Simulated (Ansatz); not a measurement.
# Work function of Ca(111): what the settings cost and change

Aim: the work function of Ca(111) across levels of theory at one geometry.

Calculated with Ansatz 0.2.0; plane-wave DFT, PBE, Ansatz PAW, in the first sound run; inputs show where later runs differ.

### Step 1. The starting structure

The cell holds 7 atoms: 7 Ca. Cell: a = 3.946 Å, b = 3.946 Å, c = 37.330 Å, α = 90.0°, β = 90.0°, γ = 60.0°. Vacuum lies along c.

As a file:

```cif
data_structure
_symmetry_space_group_name_H-M 'P 1'
_symmetry_Int_Tables_number 1
_cell_length_a 3.9457
_cell_length_b 3.9457
_cell_length_c 37.3297
_cell_angle_alpha 90.000
_cell_angle_beta 90.000
_cell_angle_gamma 60.000
_cell_volume 503.30
loop_
_atom_site_label
_atom_site_type_symbol
_atom_site_fract_x
_atom_site_fract_y
_atom_site_fract_z
_atom_site_occupancy
Ca1 Ca 0.00000 0.00000 0.24109 1
Ca2 Ca 0.33333 0.33333 0.32740 1
Ca3 Ca 0.66667 0.66667 0.41370 1
Ca4 Ca 0.00000 0.00000 0.50000 1
Ca5 Ca 0.33333 0.33333 0.58630 1
Ca6 Ca 0.66667 0.66667 0.67260 1
Ca7 Ca 0.00000 0.00000 0.75891 1
```

### Step 2. Run, setting PBE, Ansatz PAW (420 eV)

A work function rests on the faint tail of the density, so the SCF threshold is tight. PBE on the default files comes first; the next runs keep the geometry and change functional or files, each at the cutoff that its files recommend; a relaxation and, for heavy metals, spin-orbit coupling close the ladder.

The input, input.yaml:

```yaml
crystal:
  lattice:
    - [3.945655839, 0.0, 0.0]
    - [1.9728279195, 3.4170381912, 0.0]
    - [0.0, 0.0, 37.3296870125]
  atoms:
    - { symbol: Ca, position: [0.0, 0.0, 0.2410949762] }
    - { symbol: Ca, position: [0.3333333333, 0.3333333333, 0.3273966508] }
    - { symbol: Ca, position: [0.6666666667, 0.6666666667, 0.4136983254] }
    - { symbol: Ca, position: [0.0, 0.0, 0.5] }
    - { symbol: Ca, position: [0.3333333333, 0.3333333333, 0.5863016746] }
    - { symbol: Ca, position: [0.6666666667, 0.6666666667, 0.6726033492] }
    - { symbol: Ca, position: [0.0, 0.0, 0.7589050238] }
kpoints:
  mp_grid: { grid: [12, 12, 1] }
hamiltonian:
  xc: pbe
scf:
  occupations: { method: fermi_dirac, width: 0.1 }
  convergence: { dr2_threshold: 1.0e-09 }
efield:
  axis: 3
  dipole_correction: true
  ramp_position: 0.97
  ramp_width: 0.06
output:
  write_potential: true
  write_density: true
  volumetric_format: npy
  elf: true
```

The run is started by

```console
$ ansatz run input.yaml --threads 2 --pin off --max-ram 3072MiB --backend cpu --events-out ev --progress --plain --runs-dir out
```

Numbers of over 12 decimals in the logs are rounded to 6 here.

Output:

```text
Engine: ansatz 0.2.0, aarch64-unknown-linux-gnu
Pseudopotentials: kind: paw
Pseudopotential: Ca, paw, valence charge 10, recommended cutoff 420 eV (normal), Ca.paw.azcp
Functional definition: PBE
  parameter kappa = 0.804
  parameter beta = 0.066725
  exchange = pbe_x(kappa = kappa, mu = beta*pi^2/3)
  correlation = pbe_c(beta = beta)
Crystal: 7 atoms, lattice volume = 503.296 Å³
Basis set: ecut = 420 eV, 9977 PW (Γ)
Bands: 42, of which v1, the nominal top of the filled ones, is band 35 counted from 1 (34 counted from 0)
Symmetry: 6 space group operations
k-points: 19 of 144 (time reversal used)
Non-local potential: Ca, projectors of the file, l = 0: 3, l = 1: 2, l = 2: 2
PAW form: soft (Blöchl's): semilocal exchange-correlation on the pseudo side does not see the compensation charge
PAW one-centre angular grid: Ca, 110 points (default); XC on 64 Gauss nodes
Initial density: superposition of atomic densities (neutral atoms: chi_scale 0, normalization atom), corrected by the library's trained network
Initial wavefunctions: pseudopotential atomic-orbital guess
Functional: x = pbe(κ = 0.804, μ = 0.219515), c = pbe(β = 0.066725)
SCF iter   1: F=—  HF=-12717.444520 eV  |F-HF|=—  |Δ(HF+E_count)|=         —  Δρ=2.82e-3  dr2=4.14e0  ethr=1.77e-3  p=0.000 e·Å  D=6.89e-14 V/Å  ΔV_dip=-0.00 eV  dr2_dipole=6.86e-9  V_vac-E_F(+/−)=2.81/2.81 eV  ⟨swp⟩=15.5  Hψ=10536  notcnv=0
efield: sawtooth ramp at fractional position 0.9700 (set: `efield.ramp_position`, or a place that a band, a saddle search or an elastic batch's reference lends), width 0.0600; the density the first Hamiltonian is built on has a dipole p = 0.000 e·Å; the dipole correction subtracts the counter field D = 6.89e-14 V/Å, which shifts the + side's vacuum level by -0.00 eV against the − side's; the planar-averaged density in the ramp window peaks in size at 2.6e-6 e/Å³
automatic band count: the SCF goes on with 49 bands, as 42 were too few: the levels above may hold too much charge
preconditioner: auto → LDOS  [metal: Δε(μ)=0.010 eV  Ē_g=2.383 eV  σ=0.100 eV  W_gap=0.02  n_scr=76 (ndim 8)  ℏωp=6.2 eV  f_vac=0.357  D(μ)=10.07/eV (n_scr^D=52)  β→1.0]
SCF iter   2: F=—  HF=-12717.385957 eV  |F-HF|=—  |Δ(HF+E_count)|=   5.86e-2  Δρ=7.95e-4  dr2=1.90e-2  ethr=1.77e-3  p=-0.000 e·Å  D=-2.45e-6 V/Å  ΔV_dip=0.00 eV  dr2_dipole=2.09e-8  V_vac-E_F(+/−)=2.97/2.97 eV  ⟨swp⟩=1.6  Hψ=1095  notcnv=0
SCF iter   3: F=—  HF=-12717.386255 eV  |F-HF|=—  |Δ(HF+E_count)|=   2.98e-4  Δρ=7.03e-4  dr2=9.60e-3  ethr=2.72e-5  p=-0.000 e·Å  D=-7.56e-7 V/Å  ΔV_dip=0.00 eV  dr2_dipole=8.50e-11  V_vac-E_F(+/−)=2.97/2.97 eV  ⟨swp⟩=2.4  Hψ=1503  notcnv=0
SCF iter   4: F=—  HF=-12717.385343 eV  |F-HF|=—  |Δ(HF+E_count)|=   9.12e-4  Δρ=1.29e-4  dr2=1.90e-4  ethr=1.37e-5  p=-0.000 e·Å  D=-7.33e-7 V/Å  ΔV_dip=0.00 eV  dr2_dipole=7.27e-10  V_vac-E_F(+/−)=2.98/2.98 eV  ⟨swp⟩=2.0  Hψ=1053  notcnv=0
SCF iter   5: F=—  HF=-12717.385360 eV  |F-HF|=—  |Δ(HF+E_count)|=   1.74e-5  Δρ=2.71e-5  dr2=1.44e-5  ethr=2.72e-7  p=-0.000 e·Å  D=-2.98e-7 V/Å  ΔV_dip=0.00 eV  dr2_dipole=1.55e-12  V_vac-E_F(+/−)=2.99/2.99 eV  ⟨swp⟩=2.2  Hψ=1598  notcnv=0
SCF iter   6: F=—  HF=-12717.385359 eV  |F-HF|=—  |Δ(HF+E_count)|=   1.30e-6  Δρ=1.14e-5  dr2=1.23e-6  ethr=2.05e-8  p=-0.000 e·Å  D=-1.37e-7 V/Å  ΔV_dip=0.00 eV  dr2_dipole=1.01e-12  V_vac-E_F(+/−)=2.99/2.99 eV  ⟨swp⟩=2.4  Hψ=1549  notcnv=0
SCF iter   7: F=—  HF=-12717.385276 eV  |F-HF|=—  |Δ(HF+E_count)|=   8.31e-5  Δρ=4.29e-6  dr2=1.69e-7  ethr=1.76e-9  p=-0.000 e·Å  D=-8.20e-8 V/Å  ΔV_dip=0.00 eV  dr2_dipole=8.00e-13  V_vac-E_F(+/−)=2.99/2.99 eV  ⟨swp⟩=2.0  Hψ=1533  notcnv=0
SCF iter   8: F=—  HF=-12717.385276 eV  |F-HF|=—  |Δ(HF+E_count)|=   6.91e-9  Δρ=8.30e-7  dr2=2.18e-8  ethr=2.42e-10  p=-0.000 e·Å  D=-3.56e-8 V/Å  ΔV_dip=0.00 eV  dr2_dipole=4.47e-13  V_vac-E_F(+/−)=2.99/2.99 eV  ⟨swp⟩=2.0  Hψ=1377  notcnv=0
SCF iter   9: F=—  HF=-12717.385276 eV  |F-HF|=—  |Δ(HF+E_count)|=   7.28e-9  Δρ=3.75e-7  dr2=3.39e-9  ethr=3.12e-11  p=-0.000 e·Å  D=-1.48e-8 V/Å  ΔV_dip=0.00 eV  dr2_dipole=1.59e-12  V_vac-E_F(+/−)=2.99/2.99 eV  ⟨swp⟩=2.5  Hψ=1400  notcnv=0
SCF iter  10: F=-12717.385276 eV  HF=-12717.385276 eV  |F-HF|=1.16e-10  |Δ(HF+E_count)|=  4.18e-10  Δρ=1.23e-7  dr2=2.87e-10  ethr=1.43e-12  p=-0.000 e·Å  D=-5.12e-11 V/Å  ΔV_dip=0.00 eV  dr2_dipole=8.56e-14  V_vac-E_F(+/−)=2.99/2.99 eV  ⟨swp⟩=13.4  Hψ=3233  notcnv=0
SCF 1 converged in 10 iterations: F = -12717.385276 eV  dr2 = 2.87e-10
  greatest PAW one-centre occupation: 0.996 electrons in one spin orbital (limit 2), on the Ca atom at site 0 (counted from 0), in its partial waves of l = 0
WARN: The output density's exchange-correlation potential varies sharply where the density is thin. Do not read a vacuum level from v_tot or v_xc, or from such a field of the output density. On a cell that repeats whose density bears no net charge and no dipole along the vacuum's axis use v_es (v_loc + v_h of the components); under efield.dipole_correction with no amplitude use v_es + v_field, which holds any externa [...]
SCF converged after 10 iterations
Free energy (F): -12717.385276 eV
Harris-Foulkes:  -12717.385276 eV  (|F-HF|=1.16e-10)
Internal energy: -12717.078496 eV  (E = F + TS)
E sigma→0 (E₀):  -12717.231886 eV
Entropy (-TS):   -0.306780 eV (-43.826 meV/atom)
Fermi energy:    1.768862 eV
Dipole field:    D = 0.000000 V/Å  (p = 0.000001 e·Å, saw-weighted, corrected)
Work function:   Φ+ = 2.9947 eV   Φ− = 2.9947 eV
Levels:          The Fermi level and band energies are counted from a zero that moves with the ramp; work functions are not
--- Per-component energies (eV) ---
  E_band       = -1458.622358
  E_kinetic    = 1925.452830
  E_local      = -38852.248541  (includes V_loc(G=0)·N_el)
  E_nonlocal   = 445.376404
  E_hartree    = 18328.519424
  E_xc         = -949.351239
  E_vxc        = -1183.125002  (∫ρ·V_xc dr)
  E_paw        = -6007.534805  (= ΣΔE_a)
  E_vpaw       = -451.119602  (= ΣTr[D̂ρ^β])
  E_aug_tail   = -0.000042  (compensation charges beyond the density's cutoff)
  E_efield     = 0.000000  (sawtooth field / dipole correction)
  E_vefield    = 0.000000  (∫n·V_field dr)
  E_ewald      = 12392.707474
  E_smearing   = -0.306780  (= −TS)
  E_closure    = -0.000000  (closes the sum)
  Σ components = -12717.385276   (vs F -12717.385276, Δ=0.00e0)
--- Band table (eV; the first three rows and the last of 19) ---
  k-point 0: bands = [... 31 lower, -1.2134, -0.6824, -0.0942, 0.4748, 1.6354, 1.9416, 2.3187, 2.6631, ... 10 higher]
  k-point 1: bands = [... 31 lower, -1.1158, -0.5870, -0.0003, 0.5702, 1.6555, 1.9773, 2.3539, 2.6878, ... 10 higher]
  k-point 2: bands = [... 31 lower, -0.8305, -0.3098, 0.2699, 0.8415, 1.7166, 2.0792, 2.4461, 2.7419, ... 10 higher]
  k-point 18: bands = [... 31 lower, 1.6753, 1.6753, 1.7049, 1.8330, 1.8330, 1.9698, 2.0910, 2.0910, ... 10 higher]
```

The job ended after 80 s (2 threads of Arm Neoverse N1, shared host; peak memory 0.87 GiB).

This step gave:

| Item | Value |
| --- | --- |
| energy at zero smearing | -12717.2319 eV |
| work function, upper face | 2.995 eV |

Running mean over 3.222 Å of the planar mean; the ramp of the sawtooth is left out. The electron's electrostatic potential energy less the Fermi level by z:

z (Å), electron's electrostatic potential energy less the Fermi level (eV) and a bar from the least value:
```
        4       2.99 ##############################
        5       2.94 ##############################
        6       2.63 ############################
        7       1.04 ####################
        8      -2.31 ####
        9      -3.04 
       10      -2.88 #
       11      -2.81 #
       12      -2.81 #
       13      -2.81 #
       14      -2.81 #
       15      -2.81 #
       16      -2.81 #
       17      -2.80 #
       18      -2.80 #
       19      -2.80 #
       20      -2.80 #
       21      -2.81 #
       22      -2.81 #
       23      -2.81 #
       24      -2.81 #
       25      -2.81 #
       26      -2.81 #
       27      -2.84 #
       28      -3.01 
       29      -2.80 #
       30      -0.13 ##############
       31       2.36 ###########################
       32       2.89 ##############################
       33       2.98 ##############################
```

Valence density in the ca plane at fractional y = 0.000, with atoms of Ca within 0.2 Å of it. It is the smooth field of the valence electrons, not physical close to the nuclei.

Ten steps, logarithmic in the rise over the least value, from '0' (0.0 e/Å³) to '9' (6.6 e/Å³), each cell a mean:
```
13699862111111111111111111114799841000000000
12467631111111111111111111112577521000000000
11223211111111111111111111111233210000000000
11111111111112111111112111111111110000000000
11111111111122211111122211111111110000000000
11111111111122111111122111111111110000000000
11111111111111111111111111111122110000000000
11345421111111111111111111112355310000000000
12588752111111111111111111113688731000000000
13799963111111111111111111115899851000000000
```
Columns run along c (16.0 Å, from fractional 0.46 to 0.89 of the cell), rows up along a (3.9 Å). Atoms in or near the plane, at fractional coordinates: Ca at (0.50, 0.00), Ca at (0.76, 0.00).

ELF in the ca plane at fractional y = 0.000, with atoms of Ca within 0.2 Å of it. It is the smooth field of the valence electrons, not physical close to the nuclei.

Values, 6 rows by 16 columns, each cell a mean:
```
0.27 0.83 0.41 0.37 0.43 0.54 0.63 0.50 0.47 0.34 0.50 0.82 0.20 0.14 0.06 0.01
0.20 0.28 0.16 0.38 0.11 0.21 0.50 0.17 0.14 0.38 0.16 0.27 0.14 0.25 0.07 0.01
0.49 0.26 0.44 0.33 0.09 0.08 0.30 0.07 0.08 0.36 0.42 0.36 0.52 0.34 0.07 0.01
0.41 0.16 0.34 0.35 0.07 0.09 0.34 0.08 0.08 0.37 0.31 0.23 0.41 0.32 0.07 0.01
0.17 0.50 0.20 0.39 0.19 0.31 0.56 0.26 0.22 0.37 0.23 0.48 0.11 0.21 0.06 0.01
0.32 0.83 0.47 0.36 0.50 0.59 0.64 0.57 0.54 0.33 0.56 0.83 0.25 0.12 0.06 0.01
```
Columns run along c (16.0 Å, from fractional 0.46 to 0.89 of the cell), rows up along a (3.9 Å). Atoms in or near the plane, at fractional coordinates: Ca at (0.50, 0.00), Ca at (0.76, 0.00).

Electrostatic potential energy in the ca plane at fractional y = 0.000, with atoms of Ca within 0.2 Å of it. With pseudopotentials it is smooth inside the atoms' cores, unlike the true potential.

Values in eV, 6 rows by 16 columns, each cell a mean:
```
 -6 -40 -14   3   3   4   5   4   3   3 -18 -38  -5   3   5   5
  1  -7  -1   3   1   2   4   2   1   3  -2  -7   1   4   5   5
  4   2   3   3  -2  -1   3  -1  -2   3   3   2   3   4   5   5
  3   1   3   3  -2   0   3  -1  -1   3   3   1   3   4   5   5
 -1 -16  -4   3   2   3   4   2   2   3  -6 -15  -1   4   5   5
 -9 -45 -17   3   4   4   5   4   4   2 -23 -43  -6   3   5   5
```
Columns run along c (16.0 Å, from fractional 0.46 to 0.89 of the cell; values clipped at the 3rd and 97th percentile), rows up along a (3.9 Å). Atoms in or near the plane, at fractional coordinates: Ca at (0.50, 0.00), Ca at (0.76, 0.00).

The work function is 2.995 eV.

### Step 3. Run

This step: plane-wave DFT, LDA, Ansatz PAW (Ansatz 0.2.0).

Changes to input.yaml since step 2:

```diff
@@ -16,3 +16,3 @@
 hamiltonian:
-  xc: pbe
+  xc: lda
 scf:
@@ -29,2 +29 @@
   volumetric_format: npy
-  elf: true
```

Output:

```text
[...]
Crystal: 7 atoms, lattice volume = 503.296 Å³
Basis set: ecut = 420 eV, 9977 PW (Γ)
Bands: 42, of which v1, the nominal top of the filled ones, is band 35 counted from 1 (34 counted from 0)
Symmetry: 6 space group operations
k-points: 19 of 144 (time reversal used)
[...]
k-point 1: bands = [... 31 lower, -1.2750, -0.7489, -0.1689, 0.3840, 1.5391, 1.8207, 2.1637, 2.4722, ... 10 higher]
  k-point 2: bands = [... 31 lower, -0.9883, -0.4698, 0.1042, 0.6598, 1.5884, 1.9115, 2.2482, 2.5200, ... 10 higher]
  k-point 18: bands = [... 31 lower, 1.5099, 1.5099, 1.5530, 1.6645, 1.6645, 1.7740, 1.9013, 1.9013, ... 10 higher]
[key lines of the parts left out:]
SCF converged after 10 iterations
Free energy (F): -12407.248947 eV
Fermi energy:    1.605921 eV
Dipole field:    D = -0.000000 V/Å  (p = -0.000001 e·Å, saw-weighted, corrected)
Work function:   Φ+ = 3.0911 eV   Φ− = 3.0911 eV
```

It took 83 s on 2 threads; peak memory 0.84 GiB.

The work function is 3.091 eV, +0.096 eV from the run “PBE, Ansatz PAW (420 eV)”, at 1.0 times its CPU time.

### Step 4. Slab

This step: plane-wave DFT, PBEsol, Ansatz PAW (Ansatz 0.2.0).

Changes to input.yaml since step 3:

```diff
@@ -16,3 +16,3 @@
 hamiltonian:
-  xc: lda
+  xc: pbesol
 scf:
```

Output:

```text
[...]
Crystal: 7 atoms, lattice volume = 503.296 Å³
Basis set: ecut = 420 eV, 9977 PW (Γ)
Bands: 42, of which v1, the nominal top of the filled ones, is band 35 counted from 1 (34 counted from 0)
Symmetry: 6 space group operations
k-points: 19 of 144 (time reversal used)
[...]
k-point 1: bands = [... 31 lower, -1.1750, -0.6464, -0.0607, 0.5067, 1.6043, 1.9203, 2.2964, 2.6308, ... 10 higher]
  k-point 2: bands = [... 31 lower, -0.8893, -0.3686, 0.2104, 0.7793, 1.6649, 2.0217, 2.3879, 2.6839, ... 10 higher]
  k-point 18: bands = [... 31 lower, 1.6191, 1.6191, 1.6528, 1.7763, 1.7763, 1.9092, 2.0322, 2.0322, ... 10 higher]
[key lines of the parts left out:]
SCF converged after 10 iterations
Free energy (F): -12555.364765 eV
Fermi energy:    1.714107 eV
Dipole field:    D = 0.000000 V/Å  (p = 0.000001 e·Å, saw-weighted, corrected)
Work function:   Φ+ = 3.0289 eV   Φ− = 3.0290 eV
```

It took 83 s on 2 threads; peak memory 0.86 GiB; 2.3 min of CPU time.

The work function is 3.029 eV, +0.034 eV from the run “PBE, Ansatz PAW (420 eV)”, at 1.00 times its CPU time.

### Step 5. Run

This step: plane-wave DFT, RPBE, Ansatz PAW (Ansatz 0.2.0).

Changes to input.yaml since step 4:

```diff
@@ -16,3 +16,3 @@
 hamiltonian:
-  xc: pbesol
+  xc: rpbe
 scf:
```

Output:

```text
[...]
Crystal: 7 atoms, lattice volume = 503.296 Å³
Basis set: ecut = 420 eV, 9977 PW (Γ)
Bands: 42, of which v1, the nominal top of the filled ones, is band 35 counted from 1 (34 counted from 0)
Symmetry: 6 space group operations
k-points: 19 of 144 (time reversal used)
[...]
k-point 0: bands = [... 31 lower, -1.1174, -0.5859, 0.0047, 0.5817, 1.7010, 2.0274, 2.4186, 2.7723, ... 10 higher]
  k-point 1: bands = [... 31 lower, -1.0203, -0.4911, 0.0978, 0.6760, 1.7228, 2.0646, 2.4550, 2.7984, ... 10 higher]
  k-point 2: bands = [... 31 lower, -0.7361, -0.2153, 0.3660, 0.9442, 1.7887, 2.1712, 2.5504, 2.8556, ... 10 higher]
  k-point 18: bands = [... 31 lower, 1.7631, 1.7631, 1.7870, 1.9252, 1.9252, 2.0768, 2.1925, 2.1925, ... 10 higher]
[key lines of the parts left out:]
SCF converged after 10 iterations
Free energy (F): -12747.936682 eV
Fermi energy:    1.857280 eV
Dipole field:    D = 0.000000 V/Å  (p = 0.000001 e·Å, saw-weighted, corrected)
Work function:   Φ+ = 2.9354 eV   Φ− = 2.9354 eV
```

Wall time 81 s (2 threads); peak memory 0.87 GiB; 2.3 min of CPU time.

The work function is 2.935 eV, -0.059 eV from the run “PBE, Ansatz PAW (420 eV)”, at 0.97 times its CPU time.

### Step 6. Slab

This step: plane-wave DFT, r2SCAN, Ansatz PAW (Ansatz 0.2.0).

Changes to input.yaml since step 5:

```diff
@@ -16,3 +16,3 @@
 hamiltonian:
-  xc: rpbe
+  xc: r2scan
 scf:
```

Output:

```text
[...]
Crystal: 7 atoms, lattice volume = 503.296 Å³
Basis set: ecut = 500 eV, 12707 PW (Γ), exchange–correlation on 120×120×1152 points (64 copies of the dense FFT grid, shifted against one another)
Bands: 42, of which v1, the nominal top of the filled ones, is band 35 counted from 1 (34 counted from 0)
Symmetry: 6 space group operations
[...]
k-point 1: bands = [... 31 lower, -1.3224, -0.7527, -0.1142, 0.5262, 1.5486, 1.9710, 2.4350, 2.8390, ... 10 higher]
  k-point 2: bands = [... 31 lower, -1.0205, -0.4602, 0.1689, 0.8062, 1.6378, 2.1023, 2.5475, 2.9070, ... 10 higher]
  k-point 18: bands = [... 31 lower, 1.6530, 1.6530, 1.6730, 1.8453, 1.8453, 2.0376, 2.1564, 2.1564, ... 10 higher]
[key lines of the parts left out:]
SCF converged after 11 iterations
Free energy (F): -12751.005707 eV
Fermi energy:    1.767049 eV
Dipole field:    D = -0.000000 V/Å  (p = -0.000000 e·Å, saw-weighted, corrected)
Work function:   Φ+ = 3.0693 eV   Φ− = 3.0693 eV
```

It took 3 min on 2 threads; peak memory 1.7 GiB; 5.1 min of CPU time.

The work function is 3.069 eV, +0.075 eV from the run “PBE, Ansatz PAW (420 eV)”, at 2.2 times its CPU time.

### Step 7. Run

This step: plane-wave DFT, PBE, JTH PAW (Ansatz 0.2.0).

Changes to input.yaml since step 6:

```diff
@@ -16,3 +16,4 @@
 hamiltonian:
-  xc: r2scan
+  xc: pbe
+  pseudopotentials: { kind: paw, source: jth }
 scf:
```

Output:

```text
[...]
k-point 1: bands = [... 31 lower, -1.1053, -0.5765, 0.0103, 0.5811, 1.6657, 1.9882, 2.3654, 2.6997, ... 10 higher]
  k-point 2: bands = [... 31 lower, -0.8201, -0.2993, 0.2805, 0.8524, 1.7270, 2.0903, 2.4577, 2.7539, ... 10 higher]
  k-point 18: bands = [... 31 lower, 1.6862, 1.6862, 1.7157, 1.8440, 1.8440, 1.9810, 2.1023, 2.1023, ... 10 higher]
[key lines of the parts left out:]
SCF converged after 13 iterations
Free energy (F): -12715.720513 eV
Fermi energy:    1.779828 eV
Dipole field:    D = 0.000001 V/Å  (p = 0.000002 e·Å, saw-weighted, corrected)
Work function:   Φ+ = 2.9954 eV   Φ− = 2.9954 eV
```

It took 4.2 min on 2 threads; peak memory 2.1 GiB.

The work function is 2.995 eV, +0.001 eV from the run “PBE, Ansatz PAW (420 eV)”, at 3.1 times its CPU time.

### Step 8. Slab

This step: plane-wave DFT, PBE, norm-conserving (Ansatz 0.2.0).

Changes to input.yaml since step 7:

```diff
@@ -17,3 +17,3 @@
   xc: pbe
-  pseudopotentials: { kind: paw, source: jth }
+  pseudopotentials: { kind: nc }
 scf:
```

Output:

```text
[...]
Crystal: 7 atoms, lattice volume = 503.296 Å³
Basis set: ecut = 925.187132 eV, 32045 PW (Γ)
Bands: 42, of which v1, the nominal top of the filled ones, is band 35 counted from 1 (34 counted from 0)
Symmetry: 6 space group operations
k-points: 19 of 144 (time reversal used)
[...]
k-point 1: bands = [... 31 lower, -1.0755, -0.5467, 0.0400, 0.6105, 1.6953, 2.0171, 2.3934, 2.7268, ... 10 higher]
  k-point 2: bands = [... 31 lower, -0.7903, -0.2695, 0.3101, 0.8817, 1.7564, 2.1189, 2.4854, 2.7807, ... 10 higher]
  k-point 18: bands = [... 31 lower, 1.7150, 1.7150, 1.7445, 1.8726, 1.8726, 2.0094, 2.1305, 2.1305, ... 10 higher]
[key lines of the parts left out:]
SCF converged after 12 iterations
Free energy (F): -7373.276781 eV
Fermi energy:    1.808570 eV
Dipole field:    D = 0.000001 V/Å  (p = 0.000003 e·Å, saw-weighted, corrected)
Work function:   Φ+ = 2.9945 eV   Φ− = 2.9946 eV
```

It took 5.5 min on 2 threads; peak memory 2 GiB.

The work function is 2.995 eV, -0.000 eV from the run “PBE, Ansatz PAW (420 eV)”, at 4.1 times its CPU time.

(Part 1 of 2 ends here.)

[Logs are printed without paths, hosts, clocks, repeated set-up lines and the standing remarks that a program may print on its own settings, such as how far it seeks lower states.]

[Hosts, paths, dates, database ids (printed as entryN), source tags and the programs' standing remarks are cut or masked in the printed files.]

[Maps of the electrostatic potential energy from Ansatz leave out the sawtooth potential of an applied field or a dipole correction, so their vacuum need not be flat; planar profiles and work functions include it.]
